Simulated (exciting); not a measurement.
# MgO (Periclase): the Mg K edge from the Bethe–Salpeter equation, part 2 of 2

Wanted: the near-edge spectrum and the bound core excitons at the Mg K edge of MgO (Periclase). The measurement to meet: ambient pressure NEXAFS, total electron yield on MgO powder, quoted in Caught while Dissolving: Revealing the Interfacial Solvation of the Mg2+ Ions on the MgO Surface (pmc:9412945, 2022), with first transition at 1303 eV, second feature at 1308 eV, third feature at 1310.7 eV and broad shoulder at 1320.6 eV.

exciting sodium; X-ray absorption, core-level Bethe-Salpeter equation, exchange and statically screened direct term, Tamm-Dancoff, all-electron LAPW+lo PBEsol.

So far. Step 7 (Direct term alone): Maxima (height): 1.7 eV (1.01), 3.5 eV (0.53), 6.8 eV (0.93) and 9.2 eV (0.98). The spectrum is that of the singlet run within 1 %. Step 8 (Local-field cutoff): Wall time by task: xsgeneigvec 3.6 s, screen 24 s, scrcoulint 1.8 min, exccoulint 35 s, bse 40 s.

The database entry behind the starting cell differs from later determinations by our own check (about 0.1 % long), so it need not match the best structure at ambient conditions.

## Step 9: Coarser mesh

Changed against the first singlet run: k mesh from 6×6×6 to 4×4×4.

Input file input.xml:

```
<input>
  <title>MgO</title>
  <structure speciespath="." autormt="false" epslat="1.0e-5">
    <crystal>
      <basevect>0.0000000000 3.9844875330 3.9844875330</basevect>
      <basevect>3.9844875330 0.0000000000 3.9844875330</basevect>
      <basevect>3.9844875330 3.9844875330 0.0000000000</basevect>
    </crystal>
    <species speciesfile="Mg.xml" rmt="2.240">
      <atom coord="0.0000000000 0.0000000000 0.0000000000"/>
    </species>
    <species speciesfile="O.xml" rmt="1.625">
      <atom coord="0.5000000000 0.5000000000 0.5000000000"/>
    </species>
  </structure>
  <groundstate do="skip" xctype="GGA_PBE_SOL" ngridk="6 6 6" rgkmax="7" gmaxvr="14" nempty="8" swidth="0.001" maxscl="100" epsengy="1e-5"/>
  <xs xstype="BSE" ngridk="4 4 4" ngridq="4 4 4" vkloff="0.097 0.273 0.493" rgkmax="7" nempty="14" gqmax="3" lmaxapwwf="5" lmaxemat="2" broad="0.01654" tevout="true">
    <energywindow intv="45.619 47.236" points="440"/>
    <screening screentype="full" nempty="28"/>
    <BSE xas="true" xasspecies="1" xasatom="1" xasedge="K" bsetype="singlet" nstlxas="1 10"/>
    <qpointset>
      <qpoint>0 0 0</qpoint>
    </qpointset>
    <plan>
      <doonly task="xsgeneigvec"/>
      <doonly task="writepmatxs"/>
      <doonly task="scrgeneigvec"/>
      <doonly task="scrwritepmat"/>
      <doonly task="screen"/>
      <doonly task="scrcoulint"/>
      <doonly task="exccoulint"/>
    </plan>
  </xs>
</input>
```

Input file input.xml for the last start (plan only):

```
  <plan>
    <doonly task="bse"/>
  </plan>
```

The run is started by

```bash
> OMP_NUM_THREADS=1 mpirun -n 4 exciting
> OMP_NUM_THREADS=4 exciting
```

Numbers of over 12 decimals in the logs are rounded to 6 here.

What it wrote:

```text
| EXCITING SODIUM started for task xsgeneigvec ( 301)                          =
One-shot GS runs for BSE calculations
One-shot GS runs for k+qmt/2 grids
Info(xsgeneigvec): Generating eigenvectors for Q-point      1
Info(xsgeneigvec): Generation of eigenvectors finished
| EXCITING SODIUM started for task writepmatxs ( 320)                          =
Info(writepmatxs): Momentum matrix elements finished
| EXCITING SODIUM started for task scrgeneigvec ( 401)                         =
One-shot GS runs for BSE calculations
One-shot GS runs for k+qmt/2 grids
[...]
Info(setup_bse_block): Setting up RR part of hamiltonian
Info(setup_bse_block): Singlet spin state
Info(bse): Diagonalizing RR Hamiltonian (TDA)
Info(bse): Invoking Lapack routine ZHEEVR
      1280 eigen solutions found in the interval:
         i1=       1 i2=    1280
Info(bse): Writing excition energies and oscillator strengths to text file.
Info(makespectrum_dist): Making spectrum using formula for coupling with time reversed AR basis.
Info(makespectrum_dist): Using formalism for vanishing momentum transfer.
Info(writederived): Writing quantities derived from the macroscopic dielectric function.
Info(bselauncher): Spectrum finished for iqmt=  1
Info(bselauncher): All done for BSE type singlet
```

Run time: 87 s. Hardware: 4 MPI ranks of Arm Neoverse V1, shared host.

These settings are cheaper. The spectrum differs from the singlet run by 5 % r.m.s. The highest maximum lies at 9.5 eV (1.05), against 1.7 eV (1.00). The first bright state moves from 0.21 to 0.17 eV. The lowest bare transition of this run lies at 0.74 eV, against 0.36. A coarse mesh samples few band energies, and it inflates the long-range part of the attraction.

```tsv
E (eV)	first run	this run
-3.0	0.02	0.02
-2.0	0.04	0.04
-1.0	0.06	0.06
0.0	0.17	0.16
1.0	0.63	0.56
2.0	0.88	0.89
3.0	0.51	0.51
4.0	0.50	0.51
5.0	0.47	0.47
6.0	0.76	0.74
7.0	0.89	0.86
8.0	0.85	0.90
9.0	0.97	0.89
10.0	0.79	0.80
11.0	0.36	0.36
12.0	0.23	0.24
13.0	0.21	0.22
14.0	0.17	0.18
15.0	0.16	0.16
16.0	0.20	0.19
17.0	0.25	0.25
```

## Step 10: The levels of theory side by side

```tsv
level	curve passes 0.15 (eV)	highest maximum (eV)	its height
IP	3.1	12.3	1.36
RPA	3.1	12.4	1.35
direct only	-0.1	1.7	1.01
singlet	-0.1	1.7	1.00
```

```tsv
E (eV)	IP	RPA	direct only	singlet
-3.0	0.01	0.01	0.02	0.02
-2.0	0.01	0.01	0.04	0.04
-1.0	0.01	0.01	0.07	0.06
0.0	0.02	0.02	0.17	0.17
1.0	0.03	0.03	0.64	0.63
2.0	0.05	0.05	0.88	0.88
3.0	0.14	0.14	0.51	0.51
4.0	0.22	0.22	0.50	0.50
5.0	0.26	0.26	0.47	0.47
6.0	0.19	0.19	0.77	0.76
7.0	0.23	0.23	0.89	0.89
8.0	0.33	0.33	0.85	0.85
9.0	0.36	0.35	0.97	0.97
10.0	0.40	0.40	0.78	0.79
11.0	0.58	0.58	0.36	0.36
12.0	1.23	1.22	0.23	0.23
13.0	1.02	1.02	0.21	0.21
14.0	0.74	0.75	0.17	0.17
15.0	0.49	0.49	0.16	0.16
16.0	0.33	0.33	0.20	0.20
17.0	0.30	0.30	0.25	0.25
```

## Step 11: Against the measurement

The computed energies are raised by 47.9 eV, which puts the computed line on the measured first transition. Features beyond the range of the band set are left out. Each other feature is matched to a computed maximum within 0.8 eV or a fifth of its distance from that line, whichever is more; this matching is ours and leans towards agreement, and the line to align on was chosen with computed spectra in view. The paper's table may not list every feature of the spectrum.

```tsv
feature	measured (eV)	BSE (eV)	its height	difference (eV)
first transition	1303	1303.0	1.00	set
second feature	1308	1308.1	0.93	0.1
third feature	1310.7	1310.5	0.99	-0.2
```

## Step 12: Summary of results

| Property | Result |
| --- | --- |
| absorber and edge | Mg K, atom 1 |
| surroundings | 6 O at 2.11 Å (octahedral, site symmetry m-3m) |
| first bright state | 0.21 eV from the Kohn–Sham onset, on this mesh |
| highest maximum | 1.7 eV |
| cost of the BSE run | 8.8 min on 4 MPI ranks of Arm Neoverse V1, shared host; the last task ran on as many threads |

**Reading.** Against pmc:9412945, the separations are off by 0.1 and -0.2 eV. The paper calls the second and third features unresolved, and takes its values from a resolved component compared with earlier work. Is a core exciton bound? Undecided on this mesh: the first bright state (over 5 % of the brightest) lies at 0.21 eV from the Kohn–Sham onset and at -0.15 eV from the lowest bare transition of its own mesh; weaker or dark states reach down to -0.75 eV. Exchange alone changes the independent-particle spectrum by 0.6 % r.m.s. Leaving exchange out of the full kernel changes the spectrum by 0.6 % r.m.s. A mesh of 216 points doesn't converge binding energies. Exchange and the short-range direct term aren't converged in the kernel cutoff. The zero comes from the unshifted 6×6×6 ground-state mesh; it is exact only where the band minimum lies on that mesh. The Kohn–Sham onset, 1253 eV, is no photon energy (tabulated edge of the element: 1303 eV): the scale needs a rigid shift. Bands and screening come from semilocal DFT, whose small gap overscreens. Vibrations and energy-dependent lifetimes are left out. The structure is a published determination, not relaxed.

[Banner, clock and machine lines of the logs are left out without a mark of their own.]

[Logs are printed without paths, hosts, clocks, repeated set-up lines and the standing remarks that a program may print on its own settings, such as how far it seeks lower states.]

[Hosts, paths, dates, database ids (printed as entryN), source tags and the programs' standing remarks are cut or masked in the printed files.]
